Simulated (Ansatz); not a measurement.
# How KBr (Fm-3m) expands on warming

How much does KBr expand with temperature?

Measurements to reproduce:
- volume expansion coefficient 116.1 1e-6/K and heat capacity C_P per formula unit 52.3 J/mol/K near room temperature (given in “High-Throughput Prediction of Finite-Temperature Properties using the Quasi-Harmonic Approximation”, 2016, arXiv:1603.06924)
- volume expansion coefficient 117.6 1e-6/K near room temperature (given in “Descriptors for thermal expansion in solids”, 2017, arXiv:1701.03966)

Main program and level: Ansatz 0.2.0; DFT r2SCAN, scalar-relativistic, plane waves, PAW.

**1. Starting point**

The structure is cubic, space group Fm-3m (No. 225). The conventional cell has a = 6.600 Å, b = 6.600 Å, c = 6.600 Å, α = 90.00°, β = 90.00°, γ = 90.00°. K has 6 Br at 3.30 Å nearest. Nearest to Br lie 6 K at 3.30 Å. Farther neighbours and most contacts between anions are not listed.

**2. Probe on a coarse mesh**

Before spending time, one coarse run tells the gap and the pressure of the starting cell.

Contents of input.yaml:

```yaml
crystal:
  lattice:
    - [0.0, 3.3, 3.3]
    - [3.3, 0.0, 3.3]
    - [3.3, 3.3, 0.0]
  atoms:
    - { symbol: K, position: [0.0, 0.0, 0.0] }
    - { symbol: Br, position: [0.5, 0.5, 0.5] }
kpoints:
  mp_grid: { grid: [6, 6, 6] }
hamiltonian:
  xc: r2scan
scf:
  occupations: { method: gaussian, width: 0.1 }
  lower_state_search: "off"
output:
  forces: true
  stress: true
  eigenvalues: true
```

Started as:

```sh
$ ansatz run input.yaml --threads 4 --pin off --max-ram 16384MiB --backend cpu --events-out ev --progress --plain --runs-dir out
```

Numbers of over 12 decimals in the logs are rounded to 6 here.

Output:

```text
Engine: ansatz 0.2.0, aarch64-unknown-linux-gnu
Pseudopotentials: kind: paw
Pseudopotential: K, paw, valence charge 9, recommended cutoff 500 eV (meta_gga), K.paw.azcp
Pseudopotential: Br, paw, valence charge 7, recommended cutoff 500 eV (meta_gga), Br.paw.azcp
Functional definition: r2SCAN
  parameter k0 = 0.174
  parameter k1 = 0.065
  parameter a1 = 4.9479
  exchange = r2scan_x(k0 = k0, k1 = k1, a1 = a1)
  correlation = r2scan_c
Crystal: 2 atoms, lattice volume = 71.874 Å³
Basis set: ecut = 500 eV, 1837 PW (Γ), exchange–correlation on 144×144×144 points (64 copies of the dense FFT grid, shifted against one another)
Bands: 12, of which v1, the nominal top of the filled ones, is band 8 counted from 1 (7 counted from 0)
Symmetry: 48 space group operations
Space group: Fm-3m (ITA 225), of the structure as read, at distance tolerance 4.2e-5 Å
k-points: 16 of 216
Non-local potential: K, projectors of the file, l = 0: 3, l = 1: 2, l = 2: 2
Non-local potential: Br, projectors of the file, l = 0: 2, l = 1: 2, l = 2: 2
PAW form: soft (Blöchl's): semilocal exchange-correlation on the pseudo side does not see the compensation charge
PAW frozen core: K, regenerated for the run's functional (the file was generated under x = pbe(κ = 0.804, μ = 0.219515), c = pbe(β = 0.066725))
PAW frozen core: Br, regenerated for the run's functional (the file was generated under x = pbe(κ = 0.804, μ = 0.219515), c = pbe(β = 0.066725))
PAW one-centre angular grid: K, 302 points (default); XC on 160 Gauss nodes
PAW one-centre angular grid: Br, 302 points (default); XC on 160 Gauss nodes
Initial density: superposition of atomic densities (neutral atoms: chi_scale 0, normalization atom), corrected by the library's trained network
Initial wavefunctions: pseudopotential atomic-orbital guess
Functional: x = r2scan, c = r2scan; τ floored in thin density (d = 2e-4 eV/Å³)
SCF iter   1: F=-4339.311964 eV  HF=-4339.299693 eV  |F-HF|=1.23e-2  |Δ(HF+E_count)|=         —  Δρ=2.50e-3  dr2=3.47e-3  dr2_τ=2.32e-3  ethr=1.77e-3  ⟨swp⟩=6.4  Hψ=1359  notcnv=0
preconditioner: auto → none  [insulator: Δε(μ)=5.160 eV  Ē_g=15.677 eV  σ=0.100 eV  W_gap=1.00  n_scr=14 (ndim 8)  ℏωp=16.4 eV  f_vac=0.061  D(μ)=0.00/eV (n_scr^D=0)  ε∞_Penn≈2.1]
SCF iter   2: F=-4339.313170 eV  HF=-4339.313102 eV  |F-HF|=6.75e-5  |Δ(HF+E_count)|=   1.34e-2  Δρ=1.05e-3  dr2=2.84e-4  dr2_τ=6.30e-5  ethr=2.17e-5  ⟨swp⟩=2.0  Hψ=563  notcnv=0
SCF iter   3: F=-4339.313219 eV  HF=-4339.313197 eV  |F-HF|=2.20e-5  |Δ(HF+E_count)|=   9.47e-5  Δρ=4.09e-4  dr2=4.07e-5  dr2_τ=5.16e-6  ethr=1.77e-6  ⟨swp⟩=2.3  Hψ=373  notcnv=0
SCF iter   4: F=-4339.313221 eV  HF=-4339.313220 eV  |F-HF|=1.35e-6  |Δ(HF+E_count)|=   2.28e-5  Δρ=6.23e-5  dr2=8.95e-7  dr2_τ=5.65e-7  ethr=2.54e-7  ⟨swp⟩=2.0  Hψ=313  notcnv=0
iter 5 did not close the SCF: its close was put off for the readings that it lacked (scf_convergence_deferred on its scf_iter line)
SCF iter   5: F=-4339.313221 eV  HF=-4339.313221 eV  |F-HF|=2.36e-8  |Δ(HF+E_count)|=   1.48e-6  Δρ=5.87e-6  dr2=1.05e-8  dr2_τ=3.43e-9  ethr=5.59e-9  ⟨swp⟩=2.0  Hψ=300  notcnv=0
SCF iter   6: F=-4339.313221 eV  HF=-4339.313221 eV  |F-HF|=3.18e-11  |Δ(HF+E_count)|=   2.74e-8  Δρ=3.81e-7  dr2=8.29e-11  dr2_τ=1.56e-11  ethr=6.58e-11  ⟨swp⟩=2.1  Hψ=715  notcnv=0
SCF 1 converged in 6 iterations: F = -4339.313221 eV  dr2 = 8.29e-11
  greatest PAW one-centre occupation: 0.989 electrons in one spin orbital (limit 2), on the K atom at site 0 (counted from 0), in its partial waves of l = 0
SCF converged after 6 iterations
Free energy (F): -4339.313221 eV
Harris-Foulkes:  -4339.313221 eV  (|F-HF|=3.18e-11)
Internal energy: -4339.313221 eV  (E = F + TS)
E sigma→0 (E₀):  -4339.313221 eV
Fermi energy:    3.204175 eV
--- Per-component energies (eV) ---
  E_band       = -144.458675
  E_kinetic    = 388.911857
  E_local      = -838.300168  (includes V_loc(G=0)·N_el)
  E_nonlocal   = 82.401860
  E_hartree    = 271.717228
  E_xc         = -385.721282
  E_vxc        = -302.352891  (∫ρ·V_xc dr)
  E_paw        = -3057.982489  (= ΣΔE_a)
  E_vpaw       = -35.695361  (= ΣTr[D̂ρ^β])
  E_aug_tail   = -0.000003  (compensation charges beyond the density's cutoff)
  E_vtau       = 17.141490  (kinetic-family band-sum trace: ∫τ·v_τ [+ j·A + Jᵃ·Aᵃ] dr)
  E_ewald      = -799.985846
  E_core_change = -0.354379  (= ΣΔE_core)
  E_smearing   = -0.000000  (= −TS)
  E_closure    = 0.000000  (closes the sum)
  Σ components = -4339.313221   (vs F -4339.313221, Δ=0.00e0)
--- Forces (eV/Å), atoms counted from 1 ---
  atom   1  K     -0.00000000    -0.00000000    -0.00000000
  atom   2  Br     0.00000000    -0.00000000    -0.00000000
  max |Σ_I F_I| component: 4.96e-30 eV/Å
--- Stress (GPa, compression-positive) ---
        0.066269      -0.000000      -0.000000
        0.000000       0.066269      -0.000000
        0.000000       0.000000       0.066269
  P = ⅓ Tr σ = 0.0663 GPa (0.663 kbar)
--- Band table (eV; the first three rows and the last of 16) ---
  k-point 0: bands = [... 4 lower, -10.8526, 0.6646, 0.6646, 0.6646, 5.7416, 8.8995, 8.8995, 8.8995]
  k-point 1: bands = [... 4 lower, -10.7874, 0.3103, 0.5772, 0.5772, 6.3927, 8.7173, 9.2375, 9.2375]
  k-point 2: bands = [... 4 lower, -10.6675, -0.2607, 0.4124, 0.4124, 7.4586, 8.9845, 10.1426, 10.1426]
  k-point 15: bands = [... 4 lower, -10.7913, -0.0490, 0.1935, 0.2136, 7.7772, 9.4291, 9.5419, 10.7589]
```

It took 1.7 s on 4 threads of Arm Neoverse V1, shared host; peak memory 0.49 GiB.

This step gave:

| Quantity | Value |
| --- | --- |
| pressure | 0.06627 GPa |
| gap on the k-mesh | 5.077 eV |
| volume per atom | 35.94 Å³/atom |

The start is under 0.066 GPa at this level and looks like an insulator or semiconductor on this mesh.

**3. Finding the static equilibrium**

The vibrations must be taken about the equilibrium of this functional, not about the starting cell, so the structure is relaxed.

input.yaml, the sections that differ from step 2:

```yaml
scf:
  occupations: { method: gaussian, width: 0.02 }
  lower_state_search: "off"
relax:
  adjacent_minimum: "off"
  f_tol: 0.005
  max_steps: 80
  cell: { stress_tol: 0.05 }
# crystal, kpoints, hamiltonian, output: as in step 2
```

Output:

```text
[...]
Crystal: 2 atoms, lattice volume = 71.874 Å³
Basis set: ecut = 500 eV, 1837 PW (Γ), exchange–correlation on 144×144×144 points (64 copies of the dense FFT grid, shifted against one another)
Bands: 12, of which v1, the nominal top of the filled ones, is band 8 counted from 1 (7 counted from 0)
Symmetry: 48 space group operations
[...]
k-points: 16 of 216
[...]
SCF iter   1: F=-4339.311959 eV  HF=-4339.299689 eV  |F-HF|=1.23e-2  |Δ(HF+E_count)|=         —  Δρ=2.50e-3  dr2=3.47e-3  dr2_τ=2.32e-3  ethr=1.77e-3  ⟨swp⟩=7.2  Hψ=1468  notcnv=0
[...]
SCF iter   6: F=-4339.313221 eV  HF=-4339.313221 eV  |F-HF|=3.18e-11  |Δ(HF+E_count)|=   2.73e-8  Δρ=3.82e-7  dr2=8.29e-11  dr2_τ=1.59e-11  ethr=6.58e-11  ⟨swp⟩=2.0  Hψ=698  notcnv=0
SCF 1 converged in 6 iterations: F = -4339.313221 eV  dr2 = 8.29e-11
[...]
relax step   1: F+E_penalty+E_count = -4339.31322148 eV  Δ(F+E_penalty+E_count) = +0.000e0 eV  max|allowed force component| = 7.527e-30 eV/Å  Δτ_max = 0.0000 Å  P = +0.066 GPa  Ω = 71.874 Å³  (6 SCF iters, dr2 threshold 1.00e-7 eV, accepted)
Crystal: 2 atoms, lattice volume = 72.020 Å³
[...]
iter 1 solved again at ethr=7.37e-9 eV; its pass at ethr=3.10e-3 eV (dr2=1.18e-6 eV) is discarded
[...]
SCF iter   5: F=-4339.313251 eV  HF=-4339.313251 eV  |F-HF|=6.88e-10  |Δ(HF+E_count)|=   2.66e-8  Δρ=5.35e-7  dr2=2.94e-10  dr2_τ=1.27e-10  ethr=6.86e-11  ⟨swp⟩=3.4  Hψ=823  notcnv=0
SCF 2 converged in 5 iterations: F = -4339.313251 eV  dr2 = 2.94e-10
relax step   2: F+E_penalty+E_count = -4339.31325076 eV  Δ(F+E_penalty+E_count) = -2.927e-5 eV  max|allowed force component| = 5.013e-30 eV/Å  Δτ_max = 0.0000 Å  P = +0.033 GPa  Ω = 72.020 Å³  energy of the carried Pulay correction = -1.603e-5 eV  (5 SCF iters, dr2 threshold 1.10e-8 eV, accepted)
[...]
SCF iter   1: F=-4339.313267 eV  HF=-4339.313267 eV  |F-HF|=1.66e-9  |Δ(HF+E_count)|=         —  Δρ=2.22e-6  dr2=1.32e-9  dr2_τ=2.53e-9  ethr=9.69e-7  ⟨swp⟩=3.1  Hψ=2036  notcnv=0
eigensolver tolerance schedule: the retry pair's looser diagonalisation over-reported the residual by 117692.28 of it (diagonalisation noise at an unbounded share of the residual, at the tolerance the schedule requests for it); recorded, not acted on — ethr = c·dr2/N_el stays at c = 1.0e-1
[...]
SCF iter   2: F=-4339.313268 eV  HF=-4339.313268 eV  |F-HF|=4.60e-10  |Δ(HF+E_count)|=   6.33e-7  Δρ=1.30e-6  dr2=1.94e-10  dr2_τ=3.47e-10  ethr=8.23e-12  ⟨swp⟩=4.3  Hψ=536  notcnv=0
[...]
SCF iter   4: F=-4339.313268 eV  HF=-4339.313268 eV  |F-HF|=0.00e0  |Δ(HF+E_count)|=  1.99e-10  Δρ=6.65e-8  dr2=2.62e-12  dr2_τ=1.08e-12  ethr=1.00e-12  ⟨swp⟩=6.6  Hψ=941  notcnv=0
SCF 3 converged in 4 iterations: F = -4339.313268 eV  dr2 = 2.62e-12
relax step   3: F+E_penalty+E_count = -4339.31326798 eV  Δ(F+E_penalty+E_count) = -1.722e-5 eV  max|allowed force component| = 6.787e-30 eV/Å  Δτ_max = 0.0000 Å  P = +0.034 GPa  Ω = 72.020 Å³  stress off target by 3.36e-2 GPa  SCF on the basis re-selected at this cell (its energy is not comparable with the rows above)  (4 SCF iters)
basis re-selected at this cell: Δ(F+E_penalty+E_count) = -1.722e-5 eV, ΔP = +0.000 GPa vs the last step (what re-selecting the basis moved, of the pressure what is left beyond the Pulay correction that the steps carried, after the strain that the cell walked since its last selection, with what the two solves' SCF thresholds leave and, on support functions, any second-order correction that the steps lacked; it is no m [...]
SCF converged after 4 iterations
Free energy (F): -4339.313268 eV
[...]
Internal energy: -4339.313268 eV  (E = F + TS)
E sigma→0 (E₀):  -4339.313268 eV
Fermi energy:    3.186637 eV
[...]
--- Stress (GPa, compression-positive) ---
        0.033603      -0.000000      -0.000000
       -0.000000       0.033603      -0.000000
       -0.000000      -0.000000       0.033603
  P = ⅓ Tr σ = 0.0336 GPa (0.336 kbar)
--- Band table (eV; the first three rows and the last of 16) ---
  k-point 0: bands = [... 4 lower, -10.8704, 0.6509, 0.6509, 0.6509, 5.7222, 8.8857, 8.8857, 8.8857]
  k-point 1: bands = [... 4 lower, -10.8055, 0.2979, 0.5640, 0.5640, 6.3721, 8.7029, 9.2230, 9.2230]
  k-point 2: bands = [... 4 lower, -10.6862, -0.2711, 0.4001, 0.4001, 7.4389, 8.9658, 10.1262, 10.1262]
  k-point 15: bands = [... 4 lower, -10.8093, -0.0607, 0.1817, 0.2012, 7.7637, 9.4071, 9.5228, 10.7373]
--- Relaxed structure (2 steps of the walk, 2 accepted, 1 SCFs on fresh bases) ---
  F+E_penalty+E_count = -4339.31326798 eV   max|allowed force component| = 6.787e-30 eV/Å   (the final SCF, on the basis selected at the relaxed cell)
  cell:  # Å, volume = 72.0195 Å³
    - [0, 3.302226, 3.302226]
    - [3.302226, 0, 3.302226]
    - [3.302226, 3.302226, 0.0]
  atoms:
    - { symbol: K, position: [0, 0, 0] }
    - { symbol: Br, position: [0.5, 0.5, 0.5] }
```

Elapsed: 3.2 s, on 4 threads; peak memory 0.51 GiB.

Little changed from the start: no atom moved by 0.005 Å and no cell edge by 0.1 %.

Numbers from this step:

| Property | Result |
| --- | --- |
| pressure | 0.03360 GPa |
| gap on the k-mesh | 5.071 eV |
| volume per atom | 36.01 Å³/atom |

(Part 1 of 4 ends here.)

[Logs are printed without paths, hosts, clocks, repeated set-up lines and the standing remarks that a program may print on its own settings, such as how far it seeks lower states.]

[Hosts, paths, dates, database ids (printed as entryN), source tags and the programs' standing remarks are cut or masked in the printed files.]

[A step with changed settings may run another functional than the one named; its input shows which.]
